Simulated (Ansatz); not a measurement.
# Work functions along the 4d row

How does the work function of the densest face change from element to element, and how far does electronegativity predict it?

Set-up. Ansatz 0.2.0, plane waves with PAW datasets (its set soft_2) at their recommended cutoffs; symmetric slabs of 7 layers (11 for bcc (111)) cut at the tabulated experimental lattice constant, atoms at bulk places, 18 Å of vacuum, k-spacing 0.16 Å⁻¹ (2π included), Fermi-Dirac smearing of 0.1 eV, SCF threshold 1e-9 eV; spin-polarised where the metal is Fe, Co or Ni. The work function is the vacuum level less the Fermi level; differences are formed before rounding. PBE throughout; Pauling electronegativities.

What came out:

| face | atoms per nm² | electronegativity | work function (eV) |
| --- | --- | --- | --- |
| Y(0001) | 8.7 | 1.22 | 3.37 |
| Zr(0001) | 11.1 | 1.33 | 4.19 |
| Nb(110) | 13.0 | 1.60 | 4.54 |
| Mo(110) | 14.3 | 2.16 | 4.66 |
| Ru(0001) | 15.8 | 2.20 | 5.07 |
| Rh(111) | 16.0 | 2.28 | 5.17 |
| Pd(111) | 15.3 | 2.20 | 5.22 |
| Ag(111) | 13.8 | 1.93 | 4.45 |
| Cd(0001) | 13.0 | 1.69 | 3.88 |

**Reading.** The values run from 3.37 eV (Y) to 5.22 eV (Pd). They follow electronegativity closely (correlation 0.88, slope 1.4 eV per unit), with Cd farthest from the line. The density of the top layer does about as well (0.92).

Caveats: One face stands for each metal, and other faces differ, by up to about an eV on some metals. Tc is missing from the set. The table is a selection: not every member that was run is listed.
